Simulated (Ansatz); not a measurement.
# B on Ir(111): change of the work function, part 2 of 5

How does B on the fcc site change the work function of Ir(111) as the layer fills?

Ansatz 0.2.0; plane-wave DFT, LDA, Ansatz PAW.

So far, work function, upper face (eV): step 2 (the clean slab) 5.81.

## (3) Adsorbate added, k-mesh 7×7×1, coverage 0.25 ML

System of this step: BIr16 (B/Ir(111)). The cell holds 17 atoms: 16 Ir and 1 B. Its edges and angles: a = 5.431 Å, b = 5.431 Å, c = 26.137 Å, α = 90.0°, β = 90.0°, γ = 60.0°. Vacuum lies along c.

The clean slab as it ended is repeated in the plane and the adsorbate is set on one face; the cell's size fixes the coverage, and the k-mesh shrinks with it to keep the sampling density about even. Adsorbate and upper layers relax, since the dipole depends on the height.

input.yaml reads:

```yaml
crystal:
  lattice:
    - [5.4305800796, 0.0, 0.0]
    - [2.7152900398, 4.7030203062, 0.0]
    - [0.0, 0.0, 26.1365840189]
  atoms:
    - { symbol: Ir, position: [0.0, 0.0, 0.3443449226] }
    - { symbol: Ir, position: [0.1666666667, 0.1666666667, 0.429169513] }
    - { symbol: Ir, position: [0.3333333333, 0.3333333333, 0.5116639342] }
    - { symbol: Ir, position: [0.0, 0.0, 0.5939036925] }
    - { symbol: Ir, position: [0.0, 0.5, 0.3443449226] }
    - { symbol: Ir, position: [0.1666666667, 0.6666666667, 0.429169513] }
    - { symbol: Ir, position: [0.3333333333, 0.8333333333, 0.5116639342] }
    - { symbol: Ir, position: [0.0, 0.5, 0.5939036925] }
    - { symbol: Ir, position: [0.5, 0.0, 0.3443449226] }
    - { symbol: Ir, position: [0.6666666667, 0.1666666667, 0.429169513] }
    - { symbol: Ir, position: [0.8333333333, 0.3333333333, 0.5116639342] }
    - { symbol: Ir, position: [0.5, 0.0, 0.5939036925] }
    - { symbol: Ir, position: [0.5, 0.5, 0.3443449226] }
    - { symbol: Ir, position: [0.6666666667, 0.6666666667, 0.429169513] }
    - { symbol: Ir, position: [0.8333333333, 0.8333333333, 0.5116639342] }
    - { symbol: Ir, position: [0.5, 0.5, 0.5939036925] }
    - { symbol: B, position: [0.1666666667, 0.1666666667, 0.6556550774] }
kpoints:
  mp_grid: { grid: [7, 7, 1] }
hamiltonian:
  xc: lda
scf:
  occupations: { method: fermi_dirac, width: 0.1 }
  convergence: { dr2_threshold: 1.0e-08 }
efield:
  axis: 3
  dipole_correction: true
  ramp_position: 0.97
  ramp_width: 0.06
relax:
  f_tol: 0.02
  max_steps: 60
  constraints: [{ sites: [0, 1, 4, 5, 8, 9, 12, 13] }]
output:
  bader: true
  dos: { projected: true, e_range: [-8, 4] }
  write_potential: true
  write_density: true
  volumetric_format: npy
  elf: true
```

Launch:

```console
$ ansatz run input.yaml --threads 4 --pin off --max-ram 12288MiB --backend cpu --events-out ev --progress --plain --runs-dir out
```

Numbers of over 12 decimals in the logs are rounded to 6 here.

The log of the run:

```text
[...]
Crystal: 17 atoms, lattice volume = 667.532 Å³
Basis set: ecut = 420 eV, 12993 PW (Γ)
Bands: 165, of which v1, the nominal top of the filled ones, is band 138 counted from 1 (137 counted from 0)
Symmetry: 6 space group operations
[...]
k-points: 8 of 49 (time reversal used)
[...]
SCF iter   1: F=—  HF=-186754.240740 eV  |F-HF|=—  |Δ(HF+E_count)|=         —  Δρ=1.02e-2  dr2=4.95e0  ethr=1.77e-3  p=0.035 e·Å  D=9.40e-3 V/Å  ΔV_dip=-0.25 eV  dr2_dipole=3.59e-1  V_vac-E_F(+/−)=5.29/5.54 eV  ⟨swp⟩=8.1  Hψ=5787  notcnv=0  defer=24
[...]
SCF iter  10: F=-186754.085383 eV  HF=-186754.085383 eV  |F-HF|=2.71e-9  |Δ(HF+E_count)|=   5.91e-8  Δρ=6.40e-7  dr2=6.58e-9  ethr=3.64e-12  p=0.019 e·Å  D=5.06e-3 V/Å  ΔV_dip=-0.13 eV  dr2_dipole=5.55e-10  V_vac-E_F(+/−)=5.71/5.84 eV  ⟨swp⟩=17.4  Hψ=10253  notcnv=0
SCF 1 converged in 10 iterations: F = -186754.085383 eV  dr2 = 6.58e-9
[...]
relax step   1: F+E_penalty+E_count = -186754.08538314 eV  Δ(F+E_penalty+E_count) = +0.000e0 eV  max|allowed force component| = 3.734e0 eV/Å  Δτ_max = 0.0000 Å  (10 SCF iters, accepted)
[...]
SCF iter   1: F=—  HF=-186755.047461 eV  |F-HF|=—  |Δ(HF+E_count)|=         —  Δρ=7.35e-3  dr2=2.41e0  ethr=8.02e-4  p=0.019 e·Å  D=5.06e-3 V/Å  ΔV_dip=-0.13 eV  dr2_dipole=7.84e-1  V_vac-E_F(+/−)=5.74/5.87 eV  ⟨swp⟩=1.5  Hψ=4376  notcnv=0  defer=31
[...]
eigensolver tolerance schedule calibrated: the retry pair's looser diagonalisation under-reported the residual by θ = 0.09 (0.14/decade); ethr = c·dr2/N_el runs at the constant in force after the calibration composes with the one it found (an armed cap, an earlier calibration), c = 4.8e-2
[...]
SCF iter   2: F=—  HF=-186755.021803 eV  |F-HF|=—  |Δ(HF+E_count)|=   2.57e-2  Δρ=5.34e-3  dr2=5.49e-1  ethr=4.18e-4  p=0.020 e·Å  D=5.37e-3 V/Å  ΔV_dip=-0.14 eV  dr2_dipole=3.24e-2  V_vac-E_F(+/−)=5.69/5.83 eV  ⟨swp⟩=3.0  Hψ=2738  notcnv=0  defer=31
[...]
SCF iter  10: F=-186754.906808 eV  HF=-186754.906808 eV  |F-HF|=4.48e-9  |Δ(HF+E_count)|=   5.29e-8  Δρ=5.06e-7  dr2=2.93e-9  ethr=1.73e-12  p=0.023 e·Å  D=6.37e-3 V/Å  ΔV_dip=-0.17 eV  dr2_dipole=3.78e-12  V_vac-E_F(+/−)=5.68/5.84 eV  ⟨swp⟩=16.0  Hψ=9694  notcnv=0
SCF 2 converged in 10 iterations: F = -186754.906808 eV  dr2 = 2.93e-9
relax step   2: F+E_penalty+E_count = -186754.90680768 eV  Δ(F+E_penalty+E_count) = -8.214e-1 eV  max|allowed force component| = 1.622e0 eV/Å  Δτ_max = 0.1947 Å  (10 SCF iters, accepted)
[...]
SCF iter   9: F=-186755.041646 eV  HF=-186755.041646 eV  |F-HF|=4.02e-9  |Δ(HF+E_count)|=   1.09e-7  Δρ=6.65e-7  dr2=6.77e-9  ethr=3.64e-12  p=0.025 e·Å  D=6.81e-3 V/Å  ΔV_dip=-0.18 eV  dr2_dipole=4.26e-10  V_vac-E_F(+/−)=5.66/5.84 eV  ⟨swp⟩=14.5  Hψ=10545  notcnv=0
SCF 3 converged in 9 iterations: F = -186755.041646 eV  dr2 = 6.77e-9
relax step   3: F+E_penalty+E_count = -186755.04164602 eV  Δ(F+E_penalty+E_count) = -1.348e-1 eV  max|allowed force component| = 4.281e-1 eV/Å  Δτ_max = 0.1967 Å  (9 SCF iters, accepted)
[...]
relax step   4: F+E_penalty+E_count = -186755.05363002 eV  Δ(F+E_penalty+E_count) = -1.198e-2 eV  max|allowed force component| = 7.902e-2 eV/Å  Δτ_max = 0.0251 Å  (8 SCF iters, accepted)
SCF iter   1: F=—  HF=-186755.054216 eV  |F-HF|=—  |Δ(HF+E_count)|=         —  Δρ=4.16e-4  dr2=5.32e-3  ethr=3.45e-6  p=0.025 e·Å  D=6.73e-3 V/Å  ΔV_dip=-0.18 eV  dr2_dipole=1.85e-3  V_vac-E_F(+/−)=5.66/5.84 eV  ⟨swp⟩=3.1  Hψ=2566  notcnv=0  defer=25
[...]
SCF iter   7: F=-186755.054534 eV  HF=-186755.054534 eV  |F-HF|=3.58e-9  |Δ(HF+E_count)|=   6.27e-8  Δρ=6.48e-7  dr2=3.52e-9  ethr=3.64e-12  p=0.025 e·Å  D=6.87e-3 V/Å  ΔV_dip=-0.18 eV  dr2_dipole=8.65e-11  V_vac-E_F(+/−)=5.66/5.84 eV  ⟨swp⟩=13.9  Hψ=10103  notcnv=0
SCF 5 converged in 7 iterations: F = -186755.054534 eV  dr2 = 3.52e-9
relax step   5: F+E_penalty+E_count = -186755.05453433 eV  Δ(F+E_penalty+E_count) = -9.043e-4 eV  max|allowed force component| = 5.326e-3 eV/Å  Δτ_max = 0.0084 Å  (7 SCF iters, accepted)
NSCF: frozen V_eff on 8 k-points
[...]
SCF converged after 7 iterations
Free energy (F): -186755.054534 eV
[...]
Internal energy: -186754.467477 eV  (E = F + TS)
E sigma→0 (E₀):  -186754.761006 eV
Entropy (-TS):   -0.587057 eV (-34.533 meV/atom)
Fermi energy:    4.964481 eV
Dipole field:    D = 0.006866 V/Å  (p = 0.025328 e·Å, saw-weighted, corrected)
Work function:   Φ+ = 5.6622 eV   Φ− = 5.8416 eV
[...]
--- Forces (eV/Å), atoms counted from 1 ---
  atom   1  Ir     0.00439671     0.00253844     0.70309532
  atom   2  Ir    -0.00000000    -0.00000000    -0.54726850
  atom   3  Ir    -0.00102347    -0.00059090    -0.00505552
  atom   4  Ir     0.00241091     0.00139194     0.00532641
  atom   5  Ir     0.00000000    -0.00507688     0.70309532
  atom   6  Ir     0.15822768    -0.09135279    -0.81562820
  atom   7  Ir    -0.00000000     0.00118180    -0.00505552
  atom   8  Ir    -0.00000000    -0.00278388     0.00532641
  atom   9  Ir    -0.00439671     0.00253844     0.70309532
  atom  10  Ir    -0.00000000     0.18270558    -0.81562820
  atom  11  Ir     0.00102347    -0.00059090    -0.00505552
  atom  12  Ir    -0.00241091     0.00139194     0.00532641
  atom  13  Ir     0.00000000    -0.00000000     0.88691408
  atom  14  Ir    -0.15822768    -0.09135279    -0.81562820
  atom  15  Ir    -0.00000000    -0.00000000     0.00381974
  atom  16  Ir    -0.00000000    -0.00000000    -0.00145324
  atom  17  B     -0.00000000     0.00000000    -0.00503463
  max |Σ_I F_I| component: 1.92e-4 eV/Å
--- Band table (eV; the first three rows and the last of 8) ---
  k-point 0: bands = [... 134 lower, 5.5728, 5.7090, 5.7090, 5.8562, 5.8676, 5.8676, 5.9106, 5.9106, ... 23 higher]
  k-point 1: bands = [... 134 lower, 5.3546, 5.3895, 5.4571, 5.4890, 5.5814, 5.6178, 5.6776, 5.7152, ... 23 higher]
  k-point 2: bands = [... 134 lower, 4.7002, 4.7239, 4.7925, 4.9440, 5.0442, 5.1794, 5.1968, 5.3537, ... 23 higher]
  k-point 7: bands = [... 134 lower, 4.5330, 4.6292, 4.6857, 4.7240, 4.8423, 4.8825, 5.1592, 5.2259, ... 23 higher]
--- Relaxed structure (5 steps of the walk, 5 accepted, 0 SCFs on fresh bases) ---
  F+E_penalty+E_count = -186755.05453433 eV   max|allowed force component| = 5.326e-3 eV/Å
  atoms:
    - { symbol: Ir, position: [-1.795949010449182e-17, -1.7959490104491818e-17, 0.3443449226] }
    - { symbol: Ir, position: [0.166667, 0.166667, 0.429169513] }
    - { symbol: Ir, position: [0.333386, 0.333386, 0.512103] }
    - { symbol: Ir, position: [-0.00641549, -0.00641549, 0.596813] }
    - { symbol: Ir, position: [2.7755575615628914e-17, 0.500000, 0.3443449226] }
    - { symbol: Ir, position: [0.166667, 0.666667, 0.429169513] }
    - { symbol: Ir, position: [0.333386, 0.833227, 0.512103] }
    - { symbol: Ir, position: [-0.00641549, 0.512831, 0.596813] }
    - { symbol: Ir, position: [0.500000, -1.7959490104491818e-17, 0.3443449226] }
    - { symbol: Ir, position: [0.666667, 0.166667, 0.429169513] }
    - { symbol: Ir, position: [0.833227, 0.333386, 0.512103] }
    - { symbol: Ir, position: [0.512831, -0.00641549, 0.596813] }
    - { symbol: Ir, position: [0.5, 0.500000, 0.3443449226] }
    - { symbol: Ir, position: [0.666667, 0.666667, 0.429169513] }
    - { symbol: Ir, position: [0.833333, 0.833333, 0.509806] }
    - { symbol: Ir, position: [0.5, 0.500000, 0.594069] }
    - { symbol: B, position: [0.166667, 0.166667, 0.641478] }
--- Bader charges: 17 sites ---
  site symbol  charge [e]  shift [e]
     0     Ir     -0.0657     0.0000
     1     Ir      0.0558     0.0000
     2     Ir      0.0546     0.0001
     3     Ir     -0.1760     0.0026
     4     Ir     -0.0657     0.0000
     5     Ir      0.0739     0.0001
     6     Ir      0.0546     0.0001
     7     Ir     -0.1760     0.0026
     8     Ir     -0.0657     0.0000
     9     Ir      0.0739     0.0001
    10     Ir      0.0546     0.0001
    11     Ir     -0.1760     0.0026
    12     Ir     -0.0646     0.0000
    13     Ir      0.0739     0.0001
    14     Ir     -0.0186     0.0001
    15     Ir     -0.0143     0.0001
    16      B      0.3812     0.0077
  estimated error of the sums over rays = 6.5e-4 e
```

Elapsed: 3.4 min, on 4 threads of Intel Xeon Platinum 8259CL at 2.50GHz (Skylake/Cascade Lake), shared host; peak memory 2.7 GiB.

Step by step:

```
step  energy less that of the first step (eV)  largest force component (eV/Å)
   1                                   0.0000                          3.7345
   2                                  -0.8214                          1.6225
   3                                  -0.9563                          0.4281
   4                                  -0.9682                          0.0790
   5                                  -0.9692                          0.0053
```

The run keeps the 6 symmetry operations that it works with, so distortions that break them were not tested.

The atoms that moved most (Å):

```
atom      dx      dy      dz  length
 B17   0.000   0.000  -0.371   0.371
 Ir4  -0.052  -0.030   0.076   0.097
Ir12   0.052  -0.030   0.076   0.097
 Ir8   0.000   0.060   0.076   0.097
Ir15   0.000   0.000  -0.049   0.049
 Ir7   0.000   0.000   0.011   0.011
 Ir3   0.000   0.000   0.011   0.011
Ir11   0.000   0.000   0.011   0.011
```

The relaxed structure:

```cif
data_structure
_symmetry_space_group_name_H-M 'P 1'
_symmetry_Int_Tables_number 1
_cell_length_a 5.4306
_cell_length_b 5.4306
_cell_length_c 26.1366
_cell_angle_alpha 90.000
_cell_angle_beta 90.000
_cell_angle_gamma 60.000
_cell_volume 667.53
loop_
_atom_site_label
_atom_site_type_symbol
_atom_site_fract_x
_atom_site_fract_y
_atom_site_fract_z
_atom_site_occupancy
Ir1 Ir 0.00000 0.00000 0.34434 1
Ir2 Ir 0.16667 0.16667 0.42917 1
Ir3 Ir 0.33339 0.33339 0.51210 1
Ir4 Ir 0.99358 0.99358 0.59681 1
Ir5 Ir 0.00000 0.50000 0.34434 1
Ir6 Ir 0.16667 0.66667 0.42917 1
Ir7 Ir 0.33339 0.83323 0.51210 1
Ir8 Ir 0.99358 0.51283 0.59681 1
Ir9 Ir 0.50000 0.00000 0.34434 1
Ir10 Ir 0.66667 0.16667 0.42917 1
Ir11 Ir 0.83323 0.33339 0.51210 1
Ir12 Ir 0.51283 0.99358 0.59681 1
Ir13 Ir 0.50000 0.50000 0.34434 1
Ir14 Ir 0.66667 0.66667 0.42917 1
Ir15 Ir 0.83333 0.83333 0.50981 1
Ir16 Ir 0.50000 0.50000 0.59407 1
B17 B 0.16667 0.16667 0.64148 1
```

Numbers from this step:

```
energy at zero smearing        : -186754.7610 eV
work function, upper face      : 5.662 eV
work function, lower face      : 5.842 eV
dipole along the normal        : 0.02533 e·Å
step between the vacuum levels : -0.1794 eV
```

Running mean over 2.217 Å of the planar mean; the ramp of the sawtooth is left out. The electron's electrostatic potential energy less the Fermi level by z:

z (Å), electron's electrostatic potential energy less the Fermi level (eV) and a bar from the least value:
```
        4        5.8 ##############################
        5        5.8 ##############################
        6        5.8 ##############################
        7        4.6 ############################
        8       -5.2 #############
        9      -12.5 ##
       10      -13.1 ##
       11      -13.4 #
       12      -14.1 
       13      -13.7 #
       14      -13.4 #
       15      -13.2 #
       16      -12.4 ###
       17       -1.4 ###################
       18        4.6 ############################
       19        5.6 ##############################
       20        5.7 ##############################
       21        5.7 ##############################
       22        5.7 ##############################
       23        5.7 ##############################
```

The density of states has structure finer than the step of the table below, so its rows give means over 0.25 eV, whole bins alone (the curve runs from -8 to 1.98 eV). Peaks (eV: height): -5.020: 37.0, -4.150: 39.0, -3.820: 37.7, -3.640: 36.4, -2.110: 74.2, -1.890: 47.0, 0.810: 36.1.

Table of density of states by energy, zero at the Fermi level; means over each step:

energy (eV), density of states (states/eV a cell) and a bar from the least value:
```
    -7.75        6.7 ###
    -7.50       10.3 #######
    -7.25       12.9 ##########
    -7.00       14.5 ############
    -6.75       18.4 #################
    -6.50       16.6 ###############
    -6.25       17.8 ################
    -6.00       13.0 ##########
    -5.75       13.6 ###########
    -5.50       15.6 #############
    -5.25       14.4 ############
    -5.00       22.2 #####################
    -4.75       15.6 #############
    -4.50       13.3 ###########
    -4.25       20.1 ###################
    -4.00       23.4 #######################
    -3.75       29.4 ##############################
    -3.50       28.2 ############################
    -3.25       23.3 #######################
    -3.00       23.3 #######################
    -2.75       20.9 ####################
    -2.50       13.0 ##########
    -2.25       19.6 ##################
    -2.00       27.7 ############################
    -1.75       14.2 ############
    -1.50       19.0 #################
    -1.25       20.5 ###################
    -1.00       19.1 ##################
    -0.75       20.2 ###################
    -0.50       16.4 ##############
    -0.25       16.9 ###############
     0.00       17.7 ################
     0.25       20.3 ###################
     0.50       22.5 ######################
     0.75       23.6 #######################
     1.00       17.2 ###############
     1.25       11.1 ########
     1.50       10.4 #######
     1.75        4.5
```

Projected DOS per atom over height of the atomic layer and energy from the Fermi level. Layers: Ir4 Ir4 Ir4 Ir4 B from below.

Values in states/eV, 22 rows by 5 columns, each cell a mean:
```
0.34 0.27 0.27 0.32 0.54
0.64 0.60 0.67 0.60 0.51
1.14 1.49 1.34 0.85 0.36
1.41 1.34 1.29 1.12 0.40
1.22 1.01 0.93 0.98 0.42
1.24 0.83 0.82 1.17 0.31
1.58 0.91 0.92 1.32 0.36
1.51 0.88 1.15 1.19 0.53
1.26 0.89 0.89 1.03 0.26
1.21 0.83 0.74 1.31 0.52
1.97 0.80 0.76 1.09 0.41
1.74 1.32 1.30 1.52 0.38
1.69 1.72 1.77 1.83 0.57
1.03 1.23 1.29 1.51 0.70
0.73 0.95 0.96 0.89 0.32
1.05 1.18 1.20 1.08 0.35
0.78 0.92 0.85 1.04 0.21
0.86 0.99 0.93 0.76 0.23
0.81 1.35 1.21 0.79 0.20
0.45 1.39 1.42 0.73 0.19
0.34 1.02 1.07 0.41 0.13
0.24 0.64 0.69 0.22 0.11
```
Columns: height of the atomic layer (Å) from 9 to 16.8 (not evenly spaced); rows upwards: energy from the Fermi level (eV) from -7.96 to 1.95.

Electrostatic potential energy in the ca plane at fractional y = 0.167, with atoms of Ir and B within 0.2 Å of it. With pseudopotentials it is smooth inside the atoms' cores, unlike the true potential.

Ten even steps from '0' (-50 eV) to '9' (11 eV), each cell a mean:
```
75357898888875347886457899999999999999999999
75457888788875347886457999999999999999999999
87678874236887678987678999999999999999999999
99889840002788889998889999999999999999999999
99999830001789999999999999999999999999999999
98888840003788889998889999999999999999999999
87678875347887668887668999999999999999999999
75357898888875347886447999999999999999999999
75457888788875347886457899999999999999999999
87678874236887678988777778999999999999999999
99889840002788889999885116899999999999999999
99999830001789999999983004899999999999999999
98888840003788889998886226899999999999999999
87678875347887668887677788999999999999999999
```
Columns run along c (16.0 Å, from fractional 0.31 to 0.93 of the cell; values clipped at the 3rd and 97th percentile), rows up along a (5.4 Å). Atoms in or near the plane, at fractional coordinates: Ir at (0.43, 0.17), Ir at (0.43, 0.67), B at (0.64, 0.17).

ELF in the ca plane at fractional y = 0.167, with atoms of Ir and B within 0.2 Å of it. It is the smooth field of the valence electrons, not physical close to the nuclei.

Ten even steps from '0' (0.00) to '9' (0.74), each cell a mean:
```
35654333443335653444554577642000000000000000
35553333443335653444554443310000000000000000
44433435764443443333443332100000000000000000
44434358886343333223444321000000000000000000
44444368577334432223444321000000000000000000
44434358886343333233444321000000000000000000
44443435654444443334444332100000000000000000
35654333443335653444554444321000000000000000
35553333443335653444444688642100000000000000
44433435764443443333347999964100000000000000
44434358886343333223467447975200000000000000
44444368577334432223465005885210000000000000
44434358886343333223467558975200000000000000
44443435654443443333346999863100000000000000
```
Columns run along c (16.0 Å, from fractional 0.31 to 0.93 of the cell), rows up along a (5.4 Å). Atoms in or near the plane, at fractional coordinates: Ir at (0.43, 0.17), Ir at (0.43, 0.67), B at (0.64, 0.17).

Valence density in the ca plane at fractional y = 0.167, with atoms of Ir and B within 0.2 Å of it. It is the smooth field of the valence electrons, not physical close to the nuclei.

Ten steps, logarithmic in the rise over the least value, from '0' (0.0 e/Å³) to '9' (9.0 e/Å³), each cell a mean:
```
46664333433345664345664321000000000000000000
45654333443345664345664311000000000000000000
34543346765334543334543210000000000000000000
23333368997433332223332210000000000000000000
23333479998433332223332110000000000000000000
23333368997433333233433210000000000000000000
34554345664334543334553210000000000000000000
46664333433345664345664321000000000000000000
45654333443345664345654321100000000000000000
34543346765334543334444432100000000000000000
23333368997433332223344443200000000000000000
23333479998433332222344433210000000000000000
23333368997433333223344443200000000000000000
34554345664334543334554432100000000000000000
```
Columns run along c (16.0 Å, from fractional 0.31 to 0.93 of the cell), rows up along a (5.4 Å). Atoms in or near the plane, at fractional coordinates: Ir at (0.43, 0.17), Ir at (0.43, 0.67), B at (0.64, 0.17).

The relaxation took 5 steps and lowered the energy by 0.97 eV; the largest force on the free atoms ends at 0.0053 eV/Å.

By hand: a sheet of dipoles makes a step −p/(ε₀A) in the electron's potential. With e/ε₀ = 180.95 V·Å, p = 0.02533 e·Å and A = 25.54 Å², that is −180.95 × (0.02533) / 25.54 = -0.179 eV, and the two vacuum levels of the run differ by -0.179 eV.

The covered face has 5.66 eV, -0.15 eV against the clean one; the bare back face has moved by -0.01 eV, a measure of how thin the slab is.

(Continued in part 3 of 5.)

[Logs are printed without paths, hosts, clocks, repeated set-up lines and the standing remarks that a program may print on its own settings, such as how far it seeks lower states.]

[Hosts, paths, dates, database ids (printed as entryN), source tags and the programs' standing remarks are cut or masked in the printed files.]

[Maps of the electrostatic potential energy from Ansatz leave out the sawtooth potential of an applied field or a dipole correction, so their vacuum need not be flat; planar profiles and work functions include it.]

[The density of states shown here was stored with 400 of the rows of the run's finer table, so its peaks can read low, often by over a quarter, or be missed, and its means over a window can be off by a tenth or more.]
